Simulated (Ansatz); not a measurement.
# H2O on Al(110), hollow start, 2x2 cell: photoemission fingerprints, part 2 of 4

Wanted: core-level shifts and unfolded surface bands for H2O on Al(110), hollow start, 2x2 cell.

Ansatz 0.2.0; DFT, PBE, plane-wave PAW, default files, scalar-relativistic.

So far, work function, upper face (eV): step 2 (the clean face) 3.95.

## 3. Relaxing the atoms

System of this step: Al20H2O. The cell holds 23 atoms: 2 H, 1 O and 20 Al. Cell: a = 8.080 Å, b = 5.713 Å, c = 22.413 Å, α = 90.0°, β = 90.0°, γ = 90.0°. It derives from Al. How the cell was made: adsorbate; added: H2O; site: hollow; coverage 0.25 monolayer; cell: 2x2; on one face. Regions: ad, 3 atoms (2 H and 1 O); L1, 4 atoms (4 Al); L2, 4 atoms (4 Al); L3, 4 atoms (4 Al); rest, 8 atoms (8 Al). Vacuum lies along c.

Levels and vacuum steps follow bond lengths, so the atoms are relaxed first. 12 atoms are held to stand for the bulk. A dipole correction cancels the field between unlike faces.

The input, input.yaml:

```yaml
crystal:
  lattice:
    - [8.08, 0.0, 0.0]
    - [0.0, 5.713422792, 0.0]
    - [0.0, 0.0, 22.413422792]
  atoms:
    - { symbol: H, position: [0.34631211, 0.337513215, 0.665379087] }
    - { symbol: H, position: [0.156432233, 0.337513215, 0.665379087] }
    - { symbol: O, position: [0.250169332, 0.25, 0.654225056] }
    - { symbol: Al, position: [0.0, 0.0, 0.58953168] }
    - { symbol: Al, position: [0.5, 0.0, 0.58953168] }
    - { symbol: Al, position: [0.0, 0.5, 0.58953168] }
    - { symbol: Al, position: [0.5, 0.5, 0.58953168] }
    - { symbol: Al, position: [0.25, 0.25, 0.525803988] }
    - { symbol: Al, position: [0.75, 0.25, 0.525803988] }
    - { symbol: Al, position: [0.25, 0.75, 0.525803988] }
    - { symbol: Al, position: [0.75, 0.75, 0.525803988] }
    - { symbol: Al, position: [0.0, 0.0, 0.462076297] }
    - { symbol: Al, position: [0.5, 0.0, 0.462076297] }
    - { symbol: Al, position: [0.0, 0.5, 0.462076297] }
    - { symbol: Al, position: [0.5, 0.5, 0.462076297] }
    - { symbol: Al, position: [0.25, 0.25, 0.398348605] }
    - { symbol: Al, position: [0.75, 0.25, 0.398348605] }
    - { symbol: Al, position: [0.25, 0.75, 0.398348605] }
    - { symbol: Al, position: [0.75, 0.75, 0.398348605] }
    - { symbol: Al, position: [0.0, 0.0, 0.334620913] }
    - { symbol: Al, position: [0.5, 0.0, 0.334620913] }
    - { symbol: Al, position: [0.0, 0.5, 0.334620913] }
    - { symbol: Al, position: [0.5, 0.5, 0.334620913] }
kpoints:
  mp_grid: { grid: [4, 6, 1] }
scf:
  occupations: { method: fermi_dirac, width: 0.05 }
  n_extra_bands: 17
hamiltonian:
  xc: pbe
  pseudopotentials: { kind: paw }
output:
  forces: true
  write_potential: true
  volumetric_format: []
efield:
  axis: 3
  dipole_correction: true
relax:
  f_tol: 0.03
  max_steps: 45
  constraints: [{ sites: [11, 12, 13, 14, 15, 16, 17, 18, 19, 20, 21, 22] }]
```

Command:

```console
> ansatz run input.yaml --threads 4 --pin off --max-ram 12288MiB --backend cpu --events-out ev --progress --plain --runs-dir out
```

Numbers of over 12 decimals in the logs are rounded to 6 here.

Log:

```text
[...]
Crystal: 23 atoms, lattice volume = 1034.703 Å³
Basis set: ecut = 420 eV, 20287 PW (Γ), exchange–correlation on 120×80×300 points (8 copies of the dense FFT grid, shifted against one another)
Bands: 51, of which v1, the nominal top of the filled ones, is band 34 counted from 1 (33 counted from 0)
Symmetry: 1 space group operations
[...]
k-points: 14 of 24 (time reversal used)
[...]
SCF iter   1: F=—  HF=-11343.051059 eV  |F-HF|=—  |Δ(HF+E_count)|=         —  Δρ=1.40e-3  dr2=4.10e-2  ethr=1.77e-3  p=0.088 e·Å  D=1.53e-2 V/Å  ΔV_dip=-0.34 eV  dr2_dipole=2.44e-3  V_vac-E_F(+/−)=3.63/3.97 eV  ⟨swp⟩=10.4  Hψ=4408  notcnv=0  defer=7
[...]
SCF iter   6: F=-11343.047857 eV  HF=-11343.047856 eV  |F-HF|=1.90e-7  |Δ(HF+E_count)|=   8.76e-7  Δρ=4.15e-6  dr2=2.94e-7  ethr=5.36e-9  p=0.082 e·Å  D=1.43e-2 V/Å  ΔV_dip=-0.32 eV  dr2_dipole=1.46e-8  V_vac-E_F(+/−)=3.63/3.95 eV  ⟨swp⟩=10.9  Hψ=6239  notcnv=0
SCF 1 converged in 6 iterations: F = -11343.047857 eV  dr2 = 2.94e-7
[...]
relax step   1: F+E_penalty+E_count = -11343.04785663 eV  Δ(F+E_penalty+E_count) = +0.000e0 eV  max|allowed force component| = 1.986e0 eV/Å  Δτ_max = 0.0000 Å  (6 SCF iters, dr2 threshold 2.25e-5 eV, accepted)
[...]
SCF iter   5: F=-11343.475601 eV  HF=-11343.475619 eV  |F-HF|=1.80e-5  |Δ(HF+E_count)|=   4.33e-5  Δρ=5.68e-5  dr2=2.85e-5  ethr=1.47e-7  p=0.028 e·Å  D=4.91e-3 V/Å  ΔV_dip=-0.11 eV  dr2_dipole=8.85e-7  V_vac-E_F(+/−)=3.84/3.95 eV  ⟨swp⟩=12.7  Hψ=7138  notcnv=0
SCF 2 converged in 5 iterations: F = -11343.475601 eV  dr2 = 2.85e-5
[...]
relax step   2: F+E_penalty+E_count = -11343.47560145 eV  Δ(F+E_penalty+E_count) = -4.277e-1 eV  max|allowed force component| = 6.238e-1 eV/Å  Δτ_max = 0.1949 Å  (5 SCF iters, dr2 threshold 1.00e-4 eV, accepted)
SCF iter   1: F=—  HF=-11343.639112 eV  |F-HF|=—  |Δ(HF+E_count)|=         —  Δρ=6.30e-3  dr2=1.76e-1  ethr=1.82e-3  p=0.028 e·Å  D=4.91e-3 V/Å  ΔV_dip=-0.11 eV  dr2_dipole=1.61e-2  V_vac-E_F(+/−)=3.85/3.96 eV  ⟨swp⟩=4.1  Hψ=2222  notcnv=0  defer=19
[...]
SCF iter   5: F=-11343.597285 eV  HF=-11343.597301 eV  |F-HF|=1.59e-5  |Δ(HF+E_count)|=   3.56e-5  Δρ=4.79e-5  dr2=2.31e-5  ethr=3.58e-8  p=-0.046 e·Å  D=-8.11e-3 V/Å  ΔV_dip=0.18 eV  dr2_dipole=1.58e-8  V_vac-E_F(+/−)=4.14/3.96 eV  ⟨swp⟩=12.8  Hψ=7008  notcnv=0
SCF 3 converged in 5 iterations: F = -11343.597285 eV  dr2 = 2.31e-5
[...]
relax step   3: F+E_penalty+E_count = -11343.59728479 eV  Δ(F+E_penalty+E_count) = -1.217e-1 eV  max|allowed force component| = 8.504e-1 eV/Å  Δτ_max = 0.1966 Å  (5 SCF iters, dr2 threshold 2.43e-5 eV, accepted)
[... from here on, the SCF cycles and remarks between the steps are left out ...]
relax step   4: F+E_penalty+E_count = -11343.71394121 eV  Δ(F+E_penalty+E_count) = -1.167e-1 eV  max|allowed force component| = 5.134e-1 eV/Å  Δτ_max = 0.2000 Å  (6 SCF iters, dr2 threshold 7.13e-5 eV, accepted)
relax step   5: F+E_penalty+E_count = -11343.79365816 eV  Δ(F+E_penalty+E_count) = -7.972e-2 eV  max|allowed force component| = 2.818e-1 eV/Å  Δτ_max = 0.2000 Å  (6 SCF iters, dr2 threshold 9.60e-5 eV, accepted)
relax step   6: F+E_penalty+E_count = -11343.83182261 eV  Δ(F+E_penalty+E_count) = -3.816e-2 eV  max|allowed force component| = 4.347e-1 eV/Å  Δτ_max = 0.1925 Å  (5 SCF iters, dr2 threshold 2.39e-5 eV, accepted)
relax step   7: F+E_penalty+E_count = -11343.86106802 eV  Δ(F+E_penalty+E_count) = -2.925e-2 eV  max|allowed force component| = 3.866e-2 eV/Å  Δτ_max = 0.1982 Å  (6 SCF iters, dr2 threshold 5.69e-5 eV, accepted)
relax step   8: F+E_penalty+E_count = -11343.86107004 eV  Δ(F+E_penalty+E_count) = -2.018e-6 eV  max|allowed force component| = 3.874e-2 eV/Å  Δτ_max = 0.0000 Å  (3 SCF iters, accepted)
relax step   9: F+E_penalty+E_count = -11343.87007216 eV  Δ(F+E_penalty+E_count) = -9.002e-3 eV  max|allowed force component| = 3.023e-2 eV/Å  Δτ_max = 0.1279 Å  (8 SCF iters, accepted)
relax step  10: F+E_penalty+E_count = -11343.87385446 eV  Δ(F+E_penalty+E_count) = -3.782e-3 eV  max|allowed force component| = 4.823e-1 eV/Å  Δτ_max = 0.1951 Å  (8 SCF iters, accepted)
relax step  11: F+E_penalty+E_count = -11343.87846984 eV  Δ(F+E_penalty+E_count) = -4.615e-3 eV  max|allowed force component| = 1.455e-1 eV/Å  Δτ_max = 0.1105 Å  (6 SCF iters, dr2 threshold 1.00e-4 eV, accepted)
relax step  12: F+E_penalty+E_count = -11343.88847214 eV  Δ(F+E_penalty+E_count) = -1.000e-2 eV  max|allowed force component| = 1.489e-1 eV/Å  Δτ_max = 0.2000 Å  (7 SCF iters, dr2 threshold 1.93e-6 eV, accepted)
relax step  13: F+E_penalty+E_count = -11343.88389937 eV  Δ(F+E_penalty+E_count) = +4.573e-3 eV  max|allowed force component| = 9.429e-1 eV/Å  Δτ_max = 0.1968 Å  (6 SCF iters, dr2 threshold 2.02e-6 eV, rejected (line search))
relax step  14: F+E_penalty+E_count = -11343.89682509 eV  Δ(F+E_penalty+E_count) = -8.353e-3 eV  max|allowed force component| = 1.370e-1 eV/Å  Δτ_max = 0.0984 Å  (7 SCF iters, accepted)
relax step  15: F+E_penalty+E_count = -11343.90545270 eV  Δ(F+E_penalty+E_count) = -8.628e-3 eV  max|allowed force component| = 2.302e-1 eV/Å  Δτ_max = 0.0974 Å  (5 SCF iters, dr2 threshold 1.59e-5 eV, accepted)
relax step  16: F+E_penalty+E_count = -11343.91472624 eV  Δ(F+E_penalty+E_count) = -9.274e-3 eV  max|allowed force component| = 6.809e-1 eV/Å  Δτ_max = 0.1463 Å  (6 SCF iters, dr2 threshold 4.49e-5 eV, accepted)
relax step  17: F+E_penalty+E_count = -11343.93311698 eV  Δ(F+E_penalty+E_count) = -1.839e-2 eV  max|allowed force component| = 4.634e-1 eV/Å  Δτ_max = 0.1954 Å  (6 SCF iters, dr2 threshold 1.00e-4 eV, accepted)
relax step  18: F+E_penalty+E_count = -11343.95724368 eV  Δ(F+E_penalty+E_count) = -2.413e-2 eV  max|allowed force component| = 3.235e-1 eV/Å  Δτ_max = 0.1962 Å  (6 SCF iters, dr2 threshold 9.94e-5 eV, accepted)
relax step  19: F+E_penalty+E_count = -11343.98143321 eV  Δ(F+E_penalty+E_count) = -2.419e-2 eV  max|allowed force component| = 4.575e-1 eV/Å  Δτ_max = 0.1978 Å  (6 SCF iters, dr2 threshold 4.85e-5 eV, accepted)
relax step  20: F+E_penalty+E_count = -11344.02004596 eV  Δ(F+E_penalty+E_count) = -3.861e-2 eV  max|allowed force component| = 4.756e-1 eV/Å  Δτ_max = 0.1960 Å  (5 SCF iters, dr2 threshold 1.00e-4 eV, accepted)
relax step  21: F+E_penalty+E_count = -11344.06649609 eV  Δ(F+E_penalty+E_count) = -4.645e-2 eV  max|allowed force component| = 5.396e-1 eV/Å  Δτ_max = 0.1949 Å  (6 SCF iters, dr2 threshold 1.00e-4 eV, accepted)
relax step  22: F+E_penalty+E_count = -11344.10005260 eV  Δ(F+E_penalty+E_count) = -3.356e-2 eV  max|allowed force component| = 5.759e-1 eV/Å  Δτ_max = 0.1948 Å  (5 SCF iters, dr2 threshold 1.00e-4 eV, accepted)
relax step  23: F+E_penalty+E_count = -11344.12345468 eV  Δ(F+E_penalty+E_count) = -2.340e-2 eV  max|allowed force component| = 7.500e-2 eV/Å  Δτ_max = 0.2000 Å  (5 SCF iters, dr2 threshold 1.00e-4 eV, accepted)
relax step  24: F+E_penalty+E_count = -11344.13157093 eV  Δ(F+E_penalty+E_count) = -8.116e-3 eV  max|allowed force component| = 9.256e-2 eV/Å  Δτ_max = 0.2000 Å  (7 SCF iters, accepted)
relax step  25: F+E_penalty+E_count = -11344.13590209 eV  Δ(F+E_penalty+E_count) = -4.331e-3 eV  max|allowed force component| = 5.161e-2 eV/Å  Δτ_max = 0.1061 Å  (7 SCF iters, accepted)
relax step  26: F+E_penalty+E_count = -11344.13789320 eV  Δ(F+E_penalty+E_count) = -1.991e-3 eV  max|allowed force component| = 6.734e-2 eV/Å  Δτ_max = 0.0792 Å  (6 SCF iters, accepted)
relax step  27: F+E_penalty+E_count = -11344.13858829 eV  Δ(F+E_penalty+E_count) = -6.951e-4 eV  max|allowed force component| = 9.254e-3 eV/Å  Δτ_max = 0.0495 Å  (5 SCF iters, dr2 threshold 1.41e-6 eV, accepted)
relax step  28: F+E_penalty+E_count = -11344.13858873 eV  Δ(F+E_penalty+E_count) = -4.393e-7 eV  max|allowed force component| = 8.387e-3 eV/Å  Δτ_max = 0.0000 Å  (3 SCF iters, accepted)
relax step  29: F+E_penalty+E_count = -11344.13502495 eV  Δ(F+E_penalty+E_count) = +3.564e-3 eV  max|allowed force component| = 4.149e-1 eV/Å  Δτ_max = 0.1138 Å  (7 SCF iters, rejected (line search))
relax step  30: F+E_penalty+E_count = -11344.13877507 eV  Δ(F+E_penalty+E_count) = -1.863e-4 eV  max|allowed force component| = 6.915e-3 eV/Å  Δτ_max = 0.0246 Å  (7 SCF iters, accepted)
relax step  31: F+E_penalty+E_count = -11344.13888094 eV  Δ(F+E_penalty+E_count) = -1.059e-4 eV  max|allowed force component| = 4.780e-2 eV/Å  Δτ_max = 0.0448 Å  (6 SCF iters, accepted)
relax step  32: F+E_penalty+E_count = -11344.13893543 eV  Δ(F+E_penalty+E_count) = -5.448e-5 eV  max|allowed force component| = 2.054e-2 eV/Å  Δτ_max = 0.0039 Å  (4 SCF iters, dr2 threshold 1.55e-6 eV, accepted)
[...]
SCF iter   3: F=-11344.138935 eV  HF=-11344.138935 eV  |F-HF|=4.47e-10  |Δ(HF+E_count)|=   2.51e-9  Δρ=8.20e-7  dr2=6.07e-9  ethr=1.04e-10  p=0.138 e·Å  D=2.41e-2 V/Å  ΔV_dip=-0.54 eV  dr2_dipole=2.37e-11  V_vac-E_F(+/−)=3.46/4.00 eV  ⟨swp⟩=8.7  Hψ=4946  notcnv=0
SCF 33 converged in 3 iterations: F = -11344.138935 eV  dr2 = 6.07e-9
relax step  33: F+E_penalty+E_count = -11344.13893546 eV  Δ(F+E_penalty+E_count) = -3.059e-8 eV  max|allowed force component| = 2.049e-2 eV/Å  Δτ_max = 0.0000 Å  (3 SCF iters, accepted)
NSCF: frozen V_eff on 14 k-points
the band table was solved once a step of the walk had ended and its energy, with any forces and stress, was formed, with the checks that follow a solve (5210 applications of the Hamiltonian). They found nothing against the state; the energy, forces and stress were not computed again (output.eigenvalues in the input reference)
[...]
SCF converged after 3 iterations
Free energy (F): -11344.138935 eV
[...]
Internal energy: -11344.090626 eV  (E = F + TS)
E sigma→0 (E₀):  -11344.114781 eV
Entropy (-TS):   -0.048309 eV (-2.100 meV/atom)
Fermi energy:    0.213952 eV
Dipole field:    D = 0.024103 V/Å  (p = 0.137824 e·Å, saw-weighted, corrected)
Work function:   Φ+ = 3.4600 eV   Φ− = 4.0002 eV
[...]
--- Forces (eV/Å), atoms counted from 1 ---
  atom   1  H      0.00040038    -0.00864649    -0.00112234
  atom   2  H      0.01896423     0.00999049     0.00355824
  atom   3  O     -0.02048649    -0.00250722    -0.00056354
  atom   4  Al     0.00068302     0.00090553    -0.00081655
  atom   5  Al     0.00077931     0.00137262    -0.00213138
  atom   6  Al     0.00039781    -0.00032432     0.00004081
  atom   7  Al     0.00080718    -0.00015824     0.00018664
  atom   8  Al    -0.00010221     0.00035041     0.00012991
  atom   9  Al    -0.00025732     0.00017388     0.00046691
  atom  10  Al    -0.00065575     0.00000584    -0.00108459
  atom  11  Al     0.00030767    -0.00022530    -0.00064614
  atom  12  Al    -0.05365705     0.00357132    -0.08041505
  atom  13  Al     0.04578304    -0.00127767    -0.11284247
  atom  14  Al    -0.08781132    -0.00452115    -0.10348246
  atom  15  Al     0.01927513     0.00343256    -0.15411144
  atom  16  Al    -0.02144692    -0.00077174    -0.12927408
  atom  17  Al     0.04782278     0.00592975    -0.08773914
  atom  18  Al    -0.01815641     0.00486802    -0.12744371
  atom  19  Al     0.04364777    -0.01262912    -0.08676903
  atom  20  Al     0.01335150     0.00889597     0.22945709
  atom  21  Al     0.00259448    -0.00398604     0.22420268
  atom  22  Al     0.02782226    -0.00984074     0.16430092
  atom  23  Al    -0.02006702     0.00538145     0.26609543
  max |Σ_I F_I| component: 1.02e-5 eV/Å
--- Band table (eV; the first three rows and the last of 14) ---
  k-point 0: bands = [... 30 lower, -0.8139, -0.6303, -0.5526, -0.5418, 0.1367, 0.5970, 0.7819, 0.8994, ... 13 higher]
  k-point 1: bands = [... 30 lower, -0.5130, -0.4623, -0.2802, -0.1412, -0.0611, -0.0242, 0.2711, 0.6829, ... 13 higher]
  k-point 2: bands = [... 30 lower, -0.3504, -0.2171, -0.1718, -0.1397, 0.0425, 0.6071, 1.0516, 1.1702, ... 13 higher]
  k-point 13: bands = [... 30 lower, -0.3534, -0.2260, 0.0641, 0.0747, 0.1321, 0.1475, 1.3243, 1.3444, ... 13 higher]
--- Relaxed structure (33 steps of the walk, 31 accepted, 0 SCFs on fresh bases) ---
  F+E_penalty+E_count = -11344.13893546 eV   max|allowed force component| = 2.049e-2 eV/Å
  atoms:
    - { symbol: H, position: [0.355648, 0.174991, 0.680022] }
    - { symbol: H, position: [0.274340, -0.070069, 0.669662] }
    - { symbol: O, position: [0.382851, 0.00847272, 0.674410] }
    - { symbol: Al, position: [-0.00148028, -0.0001614, 0.587186] }
    - { symbol: Al, position: [0.490620, -0.00262422, 0.589011] }
    - { symbol: Al, position: [0.00273826, 0.499526, 0.586141] }
    - { symbol: Al, position: [0.495781, 0.500601, 0.584893] }
    - { symbol: Al, position: [0.249244, 0.249742, 0.525567] }
    - { symbol: Al, position: [0.746907, 0.246796, 0.528660] }
    - { symbol: Al, position: [0.249050, 0.751188, 0.525774] }
    - { symbol: Al, position: [0.747633, 0.751110, 0.528600] }
    - { symbol: Al, position: [0.0, 0.0, 0.462076297] }
    - { symbol: Al, position: [0.5, 0.0, 0.462076297] }
    - { symbol: Al, position: [0.0, 0.5, 0.462076297] }
    - { symbol: Al, position: [0.5, 0.5, 0.462076297] }
    - { symbol: Al, position: [0.25, 0.25, 0.398348605] }
    - { symbol: Al, position: [0.75, 0.25, 0.398348605] }
    - { symbol: Al, position: [0.25, 0.750000, 0.398348605] }
    - { symbol: Al, position: [0.75, 0.750000, 0.398348605] }
    - { symbol: Al, position: [0.0, 0.0, 0.334620913] }
    - { symbol: Al, position: [0.5, 0.0, 0.334620913] }
    - { symbol: Al, position: [0.0, 0.5, 0.334620913] }
    - { symbol: Al, position: [0.5, 0.5, 0.334620913] }
```

Wall time 9.8 min (4 threads of Arm Neoverse V1, shared host); peak memory 1.7 GiB; 38 min of CPU time.

Relaxation path (22 of 33):

```csv
step,energy less that of the first step (eV),largest force component (eV/Å)
1,0.0000,1.9863
3,-0.5494,0.8504
4,-0.6661,0.5134
6,-0.7840,0.4347
7,-0.8132,0.0387
9,-0.8222,0.0302
10,-0.8260,0.4823
12,-0.8406,0.1489
13,-0.8360,0.9429
15,-0.8576,0.2302
16,-0.8669,0.6809
18,-0.9094,0.3235
19,-0.9336,0.4575
21,-1.0186,0.5396
22,-1.0522,0.5759
24,-1.0837,0.0926
25,-1.0880,0.0516
27,-1.0907,0.0093
28,-1.0907,0.0084
30,-1.0909,0.0069
31,-1.0910,0.0478
33,-1.0911,0.0205
```

Relaxation steps 13, 29 were tried and not accepted.

The atoms that moved most (Å):

```csv
atom,dx,dy,dz,length
H2,0.953,-2.329,0.096,2.518
O3,1.072,-1.380,0.452,1.805
H1,0.075,-0.929,0.328,0.988
Al7,-0.034,0.003,-0.104,0.109
Al6,0.022,-0.003,-0.076,0.079
Al5,-0.076,-0.015,-0.012,0.078
Al9,-0.025,-0.018,0.064,0.071
Al11,-0.019,0.006,0.063,0.066
```

The relaxed structure:

```cif
data_structure
_symmetry_space_group_name_H-M 'P 1'
_symmetry_Int_Tables_number 1
_cell_length_a 8.0800
_cell_length_b 5.7134
_cell_length_c 22.4134
_cell_angle_alpha 90.000
_cell_angle_beta 90.000
_cell_angle_gamma 90.000
_cell_volume 1034.70
loop_
_atom_site_label
_atom_site_type_symbol
_atom_site_fract_x
_atom_site_fract_y
_atom_site_fract_z
_atom_site_occupancy
H1 H 0.35565 0.17499 0.68002 1
H2 H 0.27434 0.92993 0.66966 1
O3 O 0.38285 0.00847 0.67441 1
Al4 Al 0.99852 0.99984 0.58719 1
Al5 Al 0.49062 0.99738 0.58901 1
Al6 Al 0.00274 0.49953 0.58614 1
Al7 Al 0.49578 0.50060 0.58489 1
Al8 Al 0.24924 0.24974 0.52557 1
Al9 Al 0.74691 0.24680 0.52866 1
Al10 Al 0.24905 0.75119 0.52577 1
Al11 Al 0.74763 0.75111 0.52860 1
Al12 Al 0.00000 0.00000 0.46208 1
Al13 Al 0.50000 0.00000 0.46208 1
Al14 Al 0.00000 0.50000 0.46208 1
Al15 Al 0.50000 0.50000 0.46208 1
Al16 Al 0.25000 0.25000 0.39835 1
Al17 Al 0.75000 0.25000 0.39835 1
Al18 Al 0.25000 0.75000 0.39835 1
Al19 Al 0.75000 0.75000 0.39835 1
Al20 Al 0.00000 0.00000 0.33462 1
Al21 Al 0.50000 0.00000 0.33462 1
Al22 Al 0.00000 0.50000 0.33462 1
Al23 Al 0.50000 0.50000 0.33462 1
```

Numbers from this step:

```yaml
free_energy: -11344.1389 eV
energy_at_zero_smearing: -11344.1148 eV
smearing_term_ts: 0.04831 eV
fermi_energy: 0.2140 eV
symmetry_operations: 1
work_function_upper_face: 3.46 eV
work_function_lower_face: 4.000 eV
```

The relaxation ends 47 meV an atom lower, with a largest force component of 0.020 eV/Å on the free atoms. For the work function, upper face, step 2 gave 3.95 eV; this run, with 23 atoms, gives 3.46 eV (-12 %).

(Part 2 of 4 ends here.)

[Logs are printed without paths, hosts, clocks, repeated set-up lines and the standing remarks that a program may print on its own settings, such as how far it seeks lower states.]

[Hosts, paths, dates, database ids (printed as entryN), source tags and the programs' standing remarks are cut or masked in the printed files.]

[Maps of the electrostatic potential energy from Ansatz leave out the sawtooth potential of an applied field or a dipole correction, so their vacuum need not be flat; work functions include it.]
